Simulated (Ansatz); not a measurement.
## Sn on Zr(0001), ontop start, 2x2 cell: photoemission fingerprints

Wanted: core-level shifts and unfolded surface bands for Sn on Zr(0001), ontop start, 2x2 cell. Spin–orbit coupling is left out of the bands throughout.

Calculated with Ansatz 0.2.0; DFT, PBE, plane-wave PAW, default files, scalar-relativistic.

This is a report of a sequence of runs, with most program output left out.

### 1. Starting point

The cell holds 4 atoms: 4 Zr. Its edges and angles: a = 3.230 Å, b = 3.230 Å, c = 22.755 Å, α = 90.0°, β = 90.0°, γ = 60.0°. It derives from Zr. Vacuum lies along c.

### 2. The clean face

The clean face is the reference for what the added atoms change.

input.yaml

```yaml
crystal:
  lattice:
    - [3.23, 0.0, 0.0]
    - [1.615, 2.7972620542, 0.0]
    - [0.0, 0.0, 22.755]
  atoms:
    - { symbol: Zr, position: [0.0, 0.0, 0.670402109] }
    - { symbol: Zr, position: [0.666666667, 0.666666667, 0.556800703] }
    - { symbol: Zr, position: [0.0, 0.0, 0.443199297] }
    - { symbol: Zr, position: [0.666666667, 0.666666667, 0.329597891] }
kpoints:
  mp_grid: { grid: [18, 18, 1] }
scf:
  occupations: { method: fermi_dirac, width: 0.05 }
  n_extra_bands: 12
hamiltonian:
  xc: pbe
  pseudopotentials: { kind: paw }
output:
  forces: true
  write_potential: true
  volumetric_format: []
  dos:
    projected: true
    de: 0.05
    e_range: [-30, 12]
    method: { smearing: { sigma: 0.1, scheme: gaussian } }
efield:
  axis: 3
  dipole_correction: true
relax:
  f_tol: 0.03
  max_steps: 50
  constraints: [{ sites: [2, 3] }]
```

Started as:

```console
$ ansatz run input.yaml --threads 8 --pin off --max-ram 20480MiB --backend cpu --events-out ev --progress --plain --runs-dir out
```

It took 11 s on 8 threads of Arm Neoverse V1, shared host; peak memory 0.89 GiB; 79 s of CPU time.

Relaxation path:

| step | energy less that of the first step (eV) | largest force component (eV/Å) |
| --- | --- | --- |
| 1 | 0.0000 | 0.6210 |
| 2 | -0.0241 | 0.5316 |
| 3 | -0.0446 | 0.0689 |
| 4 | -0.0452 | 0.0247 |

The run keeps the 6 symmetry operations that it works with, so distortions that break them were not tested.

The atoms that moved most (Å):

| atom | dx | dy | dz | length |
| --- | --- | --- | --- | --- |
| Zr2 | 0.000 | 0.000 | 0.090 | 0.090 |
| Zr1 | 0.000 | 0.000 | -0.063 | 0.063 |

Final coordinates:

```xyz
4
Lattice="3.2300 0.0000 0.0000 1.6150 2.7973 0.0000 0.0000 0.0000 22.7550" Properties=species:S:1:pos:R:3
Zr    0.0000    0.0000   15.1916
Zr    3.2300    1.8648   12.7604
Zr    0.0000    0.0000   10.0850
Zr    3.2300    1.8648    7.5000
```

This step gave:

```
free energy                                    : -16733.4937 eV
energy at zero smearing                        : -16733.4638 eV
smearing term TS                               : 0.05965 eV
Fermi energy                                   : 4.186 eV
symmetry operations                            : 6
zero of energy                                 : Fermi level
share of occupied states in no projected shell : 0.0069 of the occupied states in the window
DOS at the Fermi level                         : 7.377 states/eV/cell
work function, upper face                      : 4.159 eV
work function, lower face                      : 4.181 eV
```

Simulated valence spectra by photon energy, shown to 13 eV, since a deeper line would dwarf them at some energies; the 100 % can be that line's tail at the edge; this run's widths, added to any smearing of the DOS itself: Gaussian 0.15 eV, Lorentzian 0.1 eV plus 0.08 an eV of depth. Table of intensity by binding energy, zero at the Fermi level; values in % of the maximum within 13 eV:

| binding energy (eV) | 21.2 eV | 60 eV | 1486.7 eV | 5414.7 eV |
| --- | --- | --- | --- | --- |
| -1.0 | 1.57 | 2.10 | 2.35 | 3.94 |
| -0.5 | 3.45 | 4.04 | 4.26 | 5.92 |
| 0.0 | 53.6 | 54.8 | 54.0 | 55.2 |
| 0.5 | 67.3 | 69.0 | 67.7 | 69.6 |
| 1.0 | 90.4 | 91.1 | 89.1 | 85.9 |
| 1.5 | 63.4 | 64.6 | 63.1 | 62.9 |
| 2.0 | 66.0 | 68.8 | 68.7 | 81.1 |
| 2.5 | 45.9 | 51.6 | 51.2 | 74.8 |
| 3.0 | 16.2 | 21.9 | 22.5 | 47.9 |
| 3.5 | 5.37 | 9.88 | 10.7 | 30.9 |
| 4.0 | 2.42 | 6.07 | 6.85 | 23.1 |
| 4.5 | 1.31 | 3.99 | 4.70 | 16.4 |
| 5.0 | 0.800 | 2.76 | 3.40 | 11.6 |
| 5.5 | 0.549 | 1.77 | 2.31 | 6.72 |
| 6.0 | 0.410 | 1.44 | 1.96 | 5.31 |
| 6.5 | 0.321 | 1.32 | 1.86 | 5.01 |
| 7.0 | 0.260 | 1.28 | 1.83 | 4.97 |
| 7.5 | 0.215 | 1.26 | 1.85 | 5.04 |
| 8.0 | 0.181 | 1.27 | 1.89 | 5.19 |
| 8.5 | 0.154 | 1.29 | 1.94 | 5.38 |
| 9.0 | 0.133 | 1.33 | 2.02 | 5.61 |
| 9.5 | 0.116 | 1.38 | 2.10 | 5.89 |
| 10.0 | 0.103 | 1.44 | 2.21 | 6.20 |
| 10.5 | 0.0910 | 1.50 | 2.32 | 6.54 |
| 11.0 | 0.0814 | 1.58 | 2.45 | 6.93 |
| 11.5 | - | 1.67 | 2.60 | 7.36 |
| 12.0 | - | 1.77 | 2.76 | 7.84 |
| 12.5 | - | 1.88 | 2.94 | 8.37 |

From the Fermi level. The planar mean, electrostatic potential by z:

z (Å), planar mean, electrostatic potential (eV) and a bar from the least value:
```
      0.0        4.2 ##############################
      0.5        4.2 ##############################
      1.0        4.2 ##############################
      1.5        4.2 ##############################
      2.0        4.2 ##############################
      2.5        4.2 ##############################
      3.0        4.2 ##############################
      3.5        4.2 ##############################
      4.0        4.2 ##############################
      4.5        4.1 ##############################
      5.0        3.9 ##############################
      5.5        3.4 #############################
      6.0        2.0 ###########################
      6.5       -1.8 ######################
      7.0      -11.4 #########
      7.5      -18.0 
      8.0      -11.0 ##########
      8.5       -1.5 ######################
      9.0       -0.8 #######################
      9.5       -8.9 ############
     10.0      -17.6 #
     10.5      -12.9 #######
     11.0       -2.5 #####################
     11.5        0.1 #########################
     12.0       -5.1 #################
     12.5      -15.8 ###
     13.0      -15.9 ###
     13.5       -5.5 #################
     14.0       -1.1 #######################
     14.5       -6.5 ################
     15.0      -16.7 ##
     15.5      -15.4 ####
     16.0       -4.7 ##################
     16.5        0.9 ##########################
     17.0        3.0 ############################
     17.5        3.8 #############################
     18.0        4.0 ##############################
     18.5        4.1 ##############################
     19.0        4.1 ##############################
     19.5        4.2 ##############################
     20.0        4.2 ##############################
     20.5        4.2 ##############################
     21.0        4.2 ##############################
     21.5        4.2 ##############################
     22.0        4.2 ##############################
     22.5        4.2 ##############################
```

Recipe: projected DOS times atomic cross section and asymmetry factor (unpolarised light, 54.7° from the beam), occupied states only, Fermi edge at 77 K, a Lorentzian width of 0.1 eV growing by 0.08 eV per eV of binding energy, and a resolution of 0.15 eV. Each atom is damped by exp[−depth/(λ cos θ)], θ = 0° from the normal, λ from the universal curve. Curves are cut 10 eV under the photon energy, above any shell that the free atom's threshold puts out of reach, or at the lower edge of the window: 11.2 eV at 21.2 eV, 29.1 eV at 60 eV, 29.1 eV at 1486.7 eV and 29.1 eV at 5414.7 eV. Matrix elements of the solid and inelastic losses aren't modelled, nor non-dipole terms, which matter above 3 keV.

How the area divides among the shells (%):

| shell | 21.2 eV | 60 eV | 1486.7 eV | 5414.7 eV |
| --- | --- | --- | --- | --- |
| Zr 5s | 0.2 | 1.8 | 1.3 | 2.6 |
| Zr 4p | 0.0 | 79.9 | 86.5 | 93.7 |
| Zr 4d | 99.8 | 18.3 | 12.1 | 3.6 |

At the Fermi level the DOS is 7.38 states/eV a cell, and on the broadened curves Zr 4d holds 86 % of the total there.

### 3. Relaxing the atoms

System of this step: Zr16Sn. The cell holds 17 atoms: 1 Sn and 16 Zr. Its edges and angles: a = 6.460 Å, b = 6.460 Å, c = 25.305 Å, α = 90.0°, β = 90.0°, γ = 60.0°. It derives from Zr. How the cell was made: adsorbate; added: Sn; site: ontop; coverage 0.25 monolayer; cell: 2x2; on one face. Regions: ad, 1 atom (1 Sn); L1, 4 atoms (4 Zr); L2, 4 atoms (4 Zr); L3, 4 atoms (4 Zr); rest, 4 atoms (4 Zr). Vacuum lies along c.

The cut or typed positions aren't at rest, and spectra shift with geometry, so the relaxation comes first. 8 atoms are held to stand for the bulk. A dipole correction cancels the field between unlike faces.

input.yaml

```yaml
crystal:
  lattice:
    - [6.46, 0.0, 0.0]
    - [3.23, 5.5945241084, 0.0]
    - [0.0, 0.0, 25.305]
  atoms:
    - { symbol: Sn, position: [0.001475798, 0.0, 0.703615886] }
    - { symbol: Zr, position: [0.0, 0.0, 0.602845287] }
    - { symbol: Zr, position: [0.5, 0.0, 0.602845287] }
    - { symbol: Zr, position: [0.0, 0.5, 0.602845287] }
    - { symbol: Zr, position: [0.5, 0.5, 0.602845287] }
    - { symbol: Zr, position: [0.833333333, 0.333333333, 0.500691563] }
    - { symbol: Zr, position: [0.333333333, 0.333333333, 0.500691563] }
    - { symbol: Zr, position: [0.833333333, 0.833333333, 0.500691563] }
    - { symbol: Zr, position: [0.333333333, 0.833333333, 0.500691563] }
    - { symbol: Zr, position: [0.0, 0.0, 0.398537838] }
    - { symbol: Zr, position: [0.5, 0.0, 0.398537838] }
    - { symbol: Zr, position: [0.0, 0.5, 0.398537838] }
    - { symbol: Zr, position: [0.5, 0.5, 0.398537838] }
    - { symbol: Zr, position: [0.833333333, 0.333333333, 0.296384114] }
    - { symbol: Zr, position: [0.333333333, 0.333333333, 0.296384114] }
    - { symbol: Zr, position: [0.833333333, 0.833333333, 0.296384114] }
    - { symbol: Zr, position: [0.333333333, 0.833333333, 0.296384114] }
kpoints:
  mp_grid: { grid: [6, 6, 1] }
scf:
  occupations: { method: fermi_dirac, width: 0.05 }
  n_extra_bands: 14
hamiltonian:
  xc: pbe
  pseudopotentials: { kind: paw }
output:
  forces: true
  write_potential: true
  volumetric_format: []
efield:
  axis: 3
  dipole_correction: true
relax:
  f_tol: 0.03
  max_steps: 45
  constraints: [{ sites: [9, 10, 11, 12, 13, 14, 15, 16] }]
```

The job ended after 10 min (8 threads; peak memory 4.5 GiB; 82 min of CPU time).

Relaxation path:

| step | energy less that of the first step (eV) | largest force component (eV/Å) |
| --- | --- | --- |
| 1 | 0.0000 | 3.7047 |
| 2 | -0.4629 | 0.5603 |
| 3 | -0.5999 | 0.3000 |
| 4 | -0.6393 | 0.1284 |
| 5 | -0.6462 | 0.0522 |
| 6 | -0.6477 | 0.0262 |
| 7 | -0.6527 | 0.0812 |
| 8 | -0.6712 | 0.1319 |
| 9 | -0.7095 | 0.1599 |
| 10 | -0.7660 | 0.1708 |
| 11 | -0.8212 | 0.1878 |
| 12 | -0.8703 | 0.3179 |
| 13 | -0.9276 | 0.1254 |
| 14 | -0.9723 | 0.0899 |
| 15 | -1.0011 | 0.0439 |
| 16 | -1.0116 | 0.0213 |
| 17 | -1.0114 | 0.0579 |
| 18 | -1.0123 | 0.0185 |

Relaxation step 17 was tried and not accepted.

The atoms that moved most (Å):

| atom | dx | dy | dz | length |
| --- | --- | --- | --- | --- |
| Sn1 | 1.590 | -0.923 | -0.265 | 1.857 |
| Zr4 | -0.012 | 0.009 | 0.142 | 0.142 |
| Zr7 | -0.045 | 0.028 | 0.099 | 0.112 |
| Zr5 | -0.012 | 0.074 | -0.075 | 0.105 |
| Zr6 | 0.023 | 0.028 | 0.099 | 0.105 |
| Zr3 | -0.067 | -0.024 | -0.077 | 0.105 |
| Zr8 | -0.012 | -0.031 | 0.099 | 0.104 |
| Zr2 | 0.045 | -0.024 | -0.081 | 0.096 |

Numbers from this step:

- free energy: -72959.1146 eV
- energy at zero smearing: -72959.0243 eV
- smearing term TS: 0.1806 eV
- Fermi energy: 3.632 eV
- symmetry operations: 1
- work function, upper face: 4.577 eV
- work function, lower face: 4.192 eV

The relaxation ends 60 meV an atom lower, with a largest force component of 0.019 eV/Å on the free atoms. Between step 2 and this run (17 atoms) the value for the work function, upper face moves from 4.16 eV to 4.58 eV (+10 %).

### 4. Layer-resolved bands, DOS and potential

The main run: bands along the zone's path, each state's share in the top and middle regions, the DOS and the planar potential. The cell holds 4 small cells, so the bands are unfolded.

input.yaml

```yaml
crystal:
  lattice:
    - [6.46, 0.0, 0.0]
    - [3.23, 5.5945241084, 0.0]
    - [0.0, 0.0, 25.305]
  atoms:
    - { symbol: Sn, position: [0.3300328715, -0.1648945932, 0.6931355644] }
    - { symbol: Zr, position: [0.0090396434, -0.0042176514, 0.5996376517] }
    - { symbol: Zr, position: [0.4917065458, -0.004250038, 0.5998125966] }
    - { symbol: Zr, position: [-0.0026389413, 0.5016527623, 0.6084423502] }
    - { symbol: Zr, position: [0.4916102371, 0.5131595436, 0.59989732] }
    - { symbol: Zr, position: [0.8343735509, 0.3382722407, 0.5046022977] }
    - { symbol: Zr, position: [0.3239716074, 0.3382688482, 0.504614342] }
    - { symbol: Zr, position: [0.8342406019, 0.8277703031, 0.5045958288] }
    - { symbol: Zr, position: [0.331458841, 0.8344346429, 0.4987457889] }
    - { symbol: Zr, position: [0.0, 0.0, 0.398537838] }
    - { symbol: Zr, position: [0.5, 0.0, 0.398537838] }
    - { symbol: Zr, position: [0.0, 0.5, 0.398537838] }
    - { symbol: Zr, position: [0.5, 0.5, 0.398537838] }
    - { symbol: Zr, position: [0.833333333, 0.333333333, 0.296384114] }
    - { symbol: Zr, position: [0.333333333, 0.333333333, 0.296384114] }
    - { symbol: Zr, position: [0.833333333, 0.833333333, 0.296384114] }
    - { symbol: Zr, position: [0.333333333, 0.833333333, 0.296384114] }
kpoints:
  mp_grid: { grid: [6, 6, 1] }
scf:
  occupations: { method: fermi_dirac, width: 0.05 }
  n_extra_bands: 25
hamiltonian:
  xc: pbe
  pseudopotentials: { kind: paw }
output:
  forces: true
  write_potential: true
  volumetric_format: []
  dos:
    projected:
      site_lists:
        adsorbate: [0]
        layer_1: [1, 2, 3, 4]
        layer_2: [5, 6, 7, 8]
        layer_3: [9, 10, 11, 12]
        other_layers: [13, 14, 15, 16]
    de: 0.05
    e_range: [-30, 12]
    method: { smearing: { sigma: 0.15, scheme: gaussian } }
  eigenstates:
    kpoints:
      - [0.33333333, -0.33333333, 0.0]
      - [0.25, -0.375, 0.0]
      - [0.16666667, -0.41666667, 0.0]
      - [0.08333333, -0.45833333, 0.0]
      - [0.0, 0.5, 0.0]
      - [-0.08333333, 0.45833333, 0.0]
      # [... 29 more points ...]
      - [0.25, 0.5, 0.0]
      - [0.29166667, -0.41666667, 0.0]
    e_range: [-8.0, 4.0]
    unfold:
      supercell_matrix: [[2, 0, 0], [0, 2, 0], [0, 0, 1]]
      layers:
        axis: 3
        edges: [0.138313, 0.423589, 0.423689, 0.574686, 0.574786, 0.851205]
efield:
  axis: 3
  dipole_correction: true
```

Run time: 3 min. Hardware: 8 threads; peak memory 7.1 GiB.

This step gave:

- Fermi energy: 3.634 eV
- share of occupied states in no projected shell: 0.0067 of the occupied states in the window
- DOS at the Fermi level: 22.53 states/eV/cell

A(k,E), total over k along the path and E. Zero: Fermi level.

Ten even steps from '_' (0.0 eV⁻¹) to '@' (9.3 eV⁻¹), each cell a mean:
```
__....::----::::--++##########**==::::::--====------::..____
....::----::::----==**%%@@@@##++--------==--::::------::....
======------------==++++++++++++==------::::::::::----======
++++==--::::::--====--::::::--====----::::........::----==++
------==------------..........::----::::::......::::::------
========++++==--::..____________..::----::::::::::::::--====
++++==--------::..________________..::::::::::::::::::==++++
--====--::::::::..________________....::::::::::::::--------
....::----..........____________..::::::::::::::------::....
________..::..........______............::--======--..______
__________......__..........::..........::::::::..__________
____________......__..........__........____________________
______________........________........______________________
________________..__..........__....________________________
__________________..__________..____________________________
____________________..........______________________________
____________________________________________________________
____________________________________________________________
____________________________________________________________
____________________________________________________________
____________________________________________________________
____________________________________________________________
```
Columns: k along the path (Å⁻¹) from 0 to 3.07; rows upwards: E (eV) from -7.7 to 1.40.

A(k,E), top over k along the path and E. Zero: Fermi level.

Ten even steps from '0' (0.01 eV⁻¹) to '9' (2.25 eV⁻¹), each cell a mean:
```
112333223577777643223333443211
223443223468997543333322233322
444333334444444443332111123444
654322233322112333322111122356
333333332211111222222333333333
334444332110000122332222222233
434444321100000112232221122344
222222221000000001111222223322
111111121100000012222222232111
000011111111001121112233221000
000000110121112110111111100000
000000001011211001000000000000
000000000100000100000000000000
000000000001110000000000000000
000000000000000000000000000000
000000000000000000000000000000
000000000000000000000000000000
000000000000000000000000000000
000000000000000000000000000000
000001111222222221111000000000
000000000000000000000000000000
000000000000000000000000000000
```
Columns: k along the path (Å⁻¹) from 0 to 3.07; rows upwards: E (eV) from -7.7 to 1.40.

A(k,E), middle over k along the path and E. Zero: Fermi level.

Values in eV⁻¹, 12 rows by 16 columns, each cell a mean:
```
0.29 0.56 0.98 0.93 1.17 1.93 2.41 2.24 1.61 1.11 1.27 1.35 1.22 0.96 0.50 0.27
0.89 0.95 0.95 0.91 0.99 1.33 1.31 1.36 1.18 0.84 0.73 0.54 0.52 0.81 0.89 0.88
1.05 1.03 0.84 0.85 1.01 0.59 0.32 0.40 0.81 0.96 0.71 0.57 0.58 0.72 1.15 1.09
2.06 1.41 1.18 1.09 0.43 0.14 0.10 0.11 0.21 0.60 0.83 0.83 0.79 0.80 1.15 2.01
0.93 1.36 1.11 0.63 0.52 0.18 0.10 0.11 0.30 0.63 0.75 0.73 0.68 0.97 1.33 0.94
0.14 0.19 0.56 0.54 0.37 0.53 0.46 0.50 0.48 0.39 0.74 1.11 1.20 0.92 0.29 0.14
0.05 0.06 0.10 0.45 0.40 0.30 0.32 0.30 0.33 0.50 0.39 0.17 0.15 0.11 0.07 0.05
0.03 0.03 0.04 0.09 0.43 0.38 0.36 0.35 0.44 0.29 0.07 0.05 0.05 0.04 0.03 0.03
0.02 0.02 0.02 0.03 0.08 0.37 0.46 0.45 0.23 0.05 0.03 0.03 0.03 0.02 0.02 0.02
0.01 0.01 0.01 0.02 0.03 0.05 0.09 0.07 0.04 0.02 0.02 0.02 0.02 0.01 0.01 0.01
0.01 0.01 0.01 0.02 0.02 0.04 0.05 0.05 0.03 0.02 0.01 0.01 0.01 0.01 0.01 0.01
0.01 0.01 0.01 0.01 0.01 0.02 0.02 0.02 0.01 0.01 0.01 0.01 0.01 0.01 0.01 0.01
```
Columns: k along the path (Å⁻¹) from 0 to 3.07; rows upwards: E (eV) from -7.7 to 1.40.

[end of part 1 of 3]

[Logs are printed without paths, hosts, clocks, repeated set-up lines and the standing remarks that a program may print on its own settings, such as how far it seeks lower states.]

[Hosts, paths, dates, database ids (printed as entryN), source tags and the programs' standing remarks are cut or masked in the printed files.]

[Maps of the electrostatic potential energy from Ansatz leave out the sawtooth potential of an applied field or a dipole correction, so their vacuum need not be flat; work functions include it.]
